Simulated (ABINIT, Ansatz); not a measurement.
# How the form of the self-energy moves the gap of CsSrF3 (Pm-3m), part 2 of 2

How much does the gap of CsSrF3 (Pm-3m) depend on the approximation to the self-energy?

ABINIT 10.8.3; LDA and many-body steps on it, plane waves. Known limits of the many-body steps: not at the basis limit; no spin-orbit coupling; coarse k mesh.

So far. Step 5 (G0W0, Engel-Farid plasmon pole): Against G0W0 in ABINIT (2×2×2 mesh, 91 bands, screening to 114.3 eV, Godby-Needs plasmon pole), the gap moves by −0.013 eV. Step 6 (G0W0, von der Linden-Horsch plasmon pole): Against G0W0 in ABINIT (2×2×2 mesh, 91 bands, screening to 114.3 eV, Godby-Needs plasmon pole), the gap moves by +0.135 eV.

## (7) One-shot Hartree-Fock

This step: one-shot Hartree-Fock on LDA, plane waves, norm-conserving pseudopotentials.

Input file run.abi:

```
acell 3*1.0 Angstrom
rprim 
  4.763247010000 0.000000000000 0.000000000000
  0.000000000000 4.763247010000 0.000000000000
  0.000000000000 0.000000000000 4.763247010000
ntypat 3
znucl 55 38 9
natom 5
typat 1 2 3 3 3
xred 
  0.000000000000 0.000000000000 0.000000000000
  0.500000000000 0.500000000000 0.500000000000
  0.000000000000 0.500000000000 0.500000000000
  0.500000000000 0.000000000000 0.500000000000
  0.500000000000 0.500000000000 0.000000000000
pp_dirpath "pseudos"
pseudos "Cs.upf, Sr.upf, F.upf"
ecut 36
ngkpt 2 2 2
nshiftk 1
shiftk 0 0 0
kptopt 1
chksymbreak 0
istwfk *1
occopt 1
irdwfk 1
optdriver 4
nband 24
gwcalctyp 5
ecutsigx 36
symsigma 1
nkptgw 1
kptgw 
  0.0000000000 0.0000000000 0.0000000000
bdgw 
  18 23
ixc_sigma 40
fftgw 31
indata_prefix "in"
outdata_prefix "out"
tmpdata_prefix "tmp"
```

Started as:

```bash
OMP_NUM_THREADS=1 mpirun -n 4 abinit run.abi > log
```

Numbers of over 12 decimals in the logs are rounded to 6 here.

The program printed:

```text
.Version 10.8.3 of ABINIT. v10.8.2 released Aug 2026.

 Symmetries : space group Pm -3 m (#221); Bravais cP (primitive cubic)
[... echo of the input left out ...]
== DATASET  1 ==================================================================
-   mpi_nproc: 4, omp_nthreads: 1 (-1 if OMP is not activated)

--- !DatasetInfo
iteration_state: {dtset: 1, }
dimensions: {natom: 5, nkpt: 4, mband: 24, nsppol: 1, nspinor: 1, nspden: 1, mpw: 7568, }
cutoff_energies: {ecut:  36.0, pawecutdg:  -1.0, }
[...]
21   6.027  -8.532  -3.827   0.000   1.000   0.000  -3.827   4.705  10.732
       22   7.583  -8.104  -3.462   0.000   1.000   0.000  -3.462   4.642  12.225
       23   7.583  -8.104  -3.462   0.000   1.000   0.000  -3.462   4.642  12.225

== END DATASET(S) ==============================================================
================================================================================

 -outvars: echo values of variables after computation  --------
           etotal      0.0000000000E+00
            nband          24
             nkpt           4
          spgroup         221
 [... the other variables as echoed above ...]

 Calculation completed.
```

Run time: 8.2 s. Hardware: 4 MPI ranks of Intel Xeon Platinum 8259CL at 2.50GHz (Skylake/Cascade Lake), shared host; peak memory 0.29 GiB.

Numbers from this step:

| Item | Value |
| --- | --- |
| quasiparticle gap on the points computed | 18.24 eV |
| starting gap on the mesh | 6.076 eV |
| k of the valence top | 0, 0, 0 |
| k of the conduction bottom | 0, 0, 0 |
| least direct quasiparticle gap on the computed points | 18.24 eV |

Against G0W0 in ABINIT (2×2×2 mesh, 91 bands, screening to 114.3 eV, Godby-Needs plasmon pole), the gap moves by +8.678 eV.

## (8) Screening, 2×2×2 mesh, 91 bands, screening to 114.3 eV

This step: RPA screening on LDA, plane waves, norm-conserving pseudopotentials.

run.abi: that of step 7 with these lines changed.

```diff
@@ -26,14 +26,14 @@
 irdwfk 1
-optdriver 4
-nband 24
-gwcalctyp 5
-ecutsigx 36
-symsigma 1
-nkptgw 1
-kptgw 
-  0.0000000000 0.0000000000 0.0000000000
-bdgw 
-  18 23
-ixc_sigma 40
-fftgw 31
+optdriver 3
+nband 91
+ecuteps 4.2
+inclvkb 2
+awtr 1
+symchi 1
+gwcalctyp 2
+nfreqre 16
+freqremax 40 eV
+nfreqim 8
+spmeth 1
+nomegasf 120
 indata_prefix "in"
```

The program printed:

```text
.Version 10.8.3 of ABINIT. v10.8.2 released Aug 2026.

 Symmetries : space group Pm -3 m (#221); Bravais cP (primitive cubic)
[... echo of the input left out ...]
== DATASET  1 ==================================================================
-   mpi_nproc: 4, omp_nthreads: 1 (-1 if OMP is not activated)

--- !DatasetInfo
iteration_state: {dtset: 1, }
dimensions: {natom: 5, nkpt: 4, mband: 91, nsppol: 1, nspinor: 1, nspden: 1, mpw: 7568, }
cutoff_energies: {ecut:  36.0, pawecutdg:  -1.0, }
electrons: {nelect:   4.00000000E+01, charge:   0.00000000E+00, occopt:   1.00000000E+00, tsmear:   1.00000000E-02, }

 SCREENING: Calculation of the susceptibility and dielectric matrices

 Based on a program developped by R.W. Godby, V. Olevano, G. Onida, and L. Reining.
 Incorporated in ABINIT by V. Olevano, G.-M. Rignanese, and M. Torrent.
.Using double precision arithmetic ; gwpc =  8

[... cell and pseudopotentials left out ...]
--------------------------------------------------------------------------------

 ==== K-mesh for the wavefunctions ====
 Number of points in the irreducible wedge :     4
[... list of points left out ...]
 Together with 48 symmetry operations and time-reversal symmetry
 yields     8 points in the full Brillouin Zone.

 ==== Q-mesh for the screening function ====
 Number of points in the irreducible wedge :     4
[... list of points left out ...]
 Together with 48 symmetry operations and time-reversal symmetry
 yields     8 points in the full Brillouin Zone.

 setmesh: FFT mesh size selected  =    36x   36x   36
          total number of points  =        46656

 vcoul_init : cutoff-mode = AUXILIARY_FUNCTION
 q-points for optical limit:   1
     1)      0.000010    0.000020    0.000030

- screening: taking advantage of time-reversal symmetry
- Maximum band index for partially occupied states nbvw = 20
- Remaining bands to be divided among processors   nbcw = 71
- Number of bands treated by each node ~17

 Number of electrons calculated from density =   40.0000; Expected =   40.0000
 average of density, n =  0.054847
 r_s =    1.6327
 omega_plasma =   22.5909 [eV]

 calculating chi0 at frequencies [eV] :
  1    0.000000E+00    0.000000E+00
  2    2.666667E+00    0.000000E+00
  3    5.333333E+00    0.000000E+00
[...]
23    0.000000E+00    5.753497E+01
 24    0.000000E+00    8.100987E+01

--------------------------------------------------------------------------------
  q-point number  1        q = ( 0.000000, 0.000000, 0.000000) [r.l.u.]
--------------------------------------------------------------------------------
[... chi0 elements left out ...]
  [... further frequencies ...]

 No. of calculated frequencies >  15, stop printing
 For q-point:  0.000010 0.000020 0.000030
  dielectric constant =   2.2762
  dielectric constant without local fields =   2.5234

  Average fulfillment of the sum rule on Im[epsilon] for q-point    1 :     45.82  [%]
[... wings left out ...]
  q-point number  2        q = ( 0.500000, 0.000000, 0.000000) [r.l.u.]
--------------------------------------------------------------------------------
[... chi0 elements left out ...]
  [... further frequencies ...]

 No. of calculated frequencies >  15, stop printing
  Average fulfillment of the sum rule on Im[epsilon] for q-point    2 :     54.33  [%]

 [... 2 further q-points ...]
```

It took 41 s on 4 MPI ranks; peak memory 1.7 GiB.

Numbers from this step:

```yaml
eps_infinity_with_local_fields_on_this_mesh_along_the_program_s_q_direction: 2.276
the_same_without_local_fields: 2.523
plasma_frequency: 22.59 eV
plane_waves_in_the_screening_matrix: 305
```

## (9) G0W0, contour deformation

This step: G0W0 on LDA, plane waves, norm-conserving pseudopotentials.

run.abi: that of step 8 with these lines changed.

```diff
@@ -26,14 +26,14 @@
 irdwfk 1
-optdriver 3
+optdriver 4
 nband 91
+gwcalctyp 2
+ecutsigx 36
+symsigma 1
+nkptgw 1
+kptgw 
+  0.0000000000 0.0000000000 0.0000000000
+bdgw 
+  18 23
 ecuteps 4.2
-inclvkb 2
-awtr 1
-symchi 1
-gwcalctyp 2
-nfreqre 16
-freqremax 40 eV
-nfreqim 8
-spmeth 1
-nomegasf 120
+irdscr 1
 indata_prefix "in"
```

The program printed:

```text
.Version 10.8.3 of ABINIT. v10.8.2 released Aug 2026.

 Symmetries : space group Pm -3 m (#221); Bravais cP (primitive cubic)
[... echo of the input left out ...]
== DATASET  1 ==================================================================
-   mpi_nproc: 4, omp_nthreads: 1 (-1 if OMP is not activated)

--- !DatasetInfo
iteration_state: {dtset: 1, }
dimensions: {natom: 5, nkpt: 4, mband: 91, nsppol: 1, nspinor: 1, nspden: 1, mpw: 7568, }
cutoff_energies: {ecut:  36.0, pawecutdg:  -1.0, }
[...]
19  -0.049 -22.169 -29.627   5.283   0.780  -0.282 -23.866  -1.697  -1.745
[...]
23   7.583  -8.104  -3.462  -2.622   0.877  -0.141  -6.333   1.771   9.354
       23   0.000   0.000   0.000  -0.000   0.000   0.000  -0.000  -0.000  -0.000

== END DATASET(S) ==============================================================
================================================================================

 -outvars: echo values of variables after computation  --------
           etotal      0.0000000000E+00
            nband          91
             nkpt           4
          spgroup         221
 [... the other variables as echoed above ...]

 Calculation completed.
```

The job ended after 12 s (4 MPI ranks; peak memory 1 GiB; 45 s of CPU time).

Numbers from this step:

| Property | Result |
| --- | --- |
| G0W0 gap on the points computed | 9.527 eV |
| starting gap on the mesh | 6.076 eV |
| k of the valence top | 0, 0, 0 |
| k of the conduction bottom | 0, 0, 0 |
| least direct G0W0 gap on the computed points | 9.527 eV |

Against G0W0 in ABINIT (2×2×2 mesh, 91 bands, screening to 114.3 eV, Godby-Needs plasmon pole), the gap moves by −0.033 eV.

## (10) Side by side

Times are wall times on 4 MPI ranks of Intel Xeon Platinum 8259CL at 2.50GHz (Skylake/Cascade Lake), shared host. The host was busy with other work, so they are no guide to cost. A run's time includes the screening step that it read.

| run | mesh | bands | screening cutoff (eV) | DFT gap (eV) | gap on the mesh (eV) | direct (eV) | ε∞ used | time |
| --- | --- | --- | --- | --- | --- | --- | --- | --- |
| G0W0, Godby-Needs plasmon pole | 2×2×2 | 91 | 114.3 | 6.076 | 9.560 | 9.560 | 2.27 | 49 s |
| G0W0, Engel-Farid plasmon pole | 2×2×2 | 91 | 114.3 | 6.076 | 9.547 | 9.547 | 2.27 | 46 s |
| G0W0, von der Linden-Horsch plasmon pole | 2×2×2 | 91 | 114.3 | 6.076 | 9.695 | 9.695 | 2.27 | 46 s |
| one-shot Hartree-Fock | 2×2×2 | - | - | 6.076 | 18.238 | 18.238 | - | 8.2 s |
| G0W0, contour deformation | 2×2×2 | 91 | 114.3 | 6.076 | 9.527 | 9.527 | 2.28 | 53 s |

## (11) Summary of results

| Item | Value |
| --- | --- |
| G0W0, Godby-Needs plasmon pole | 9.560 eV |
| G0W0, Engel-Farid plasmon pole | 9.547 eV |
| G0W0, von der Linden-Horsch plasmon pole | 9.695 eV |
| one-shot Hartree-Fock | 18.238 eV |
| G0W0, contour deformation | 9.527 eV |
| known limits | not at the basis limit; no spin-orbit coupling; coarse k mesh |

What this shows: G0W0, Engel-Farid plasmon pole: −0.013 eV against G0W0, Godby-Needs plasmon pole. G0W0, von der Linden-Horsch plasmon pole: +0.135 eV against G0W0, Godby-Needs plasmon pole. One-shot Hartree-Fock: +8.678 eV against G0W0, Godby-Needs plasmon pole. G0W0, contour deformation: −0.033 eV against G0W0, Godby-Needs plasmon pole. Bare exchange alone opens the gap to 18.24 eV; against G0W0, correlation takes back 8.68 eV. Bands and cutoff are finite, so the gap is not at the basis limit. The miss can reach some tenths of an eV and take either sign; the mesh is an error of its own. In the first G0W0 run levels were corrected at 1 k point alone, so a gap called «on the mesh» is the least over those, and an edge elsewhere would be missed. The 2×2×2 mesh is coarse for this cell, which bears on the long-range parts of exchange and screening. This is the ideal cubic cell; many perovskites, halides above all, are cubic only on average, and local tilts or off-centring can widen the gap. The many-body steps are scalar-relativistic: spin-orbit coupling is not in them.

[Paths, hosts, dates, memory and timing lines, banners, echoed tables and standing remarks are left out of the program output.]

[Logs are printed without paths, hosts, clocks, repeated set-up lines and the standing remarks that a program may print on its own settings, such as how far it seeks lower states.]

[Runs of the session that timed out or met a known fault of the program may be left out.]

[No measured gap is set beside runs whose start may be inverted or whose files or cutoffs have a known fault.]

[Hosts, paths, dates, database ids (printed as entryN), source tags and the programs' standing remarks are cut or masked in the printed files.]

[G0W0 gaps are taken among the corrected bands and points alone; a level outside them can change the order at an edge.]

[Where Ansatz stands beside ABINIT at settings called matched, ABINIT's density can come from a denser mesh and the files from another edition; pairs whose starting gaps differed by over 0.03 eV were left out, so agreement reads better than it is.]
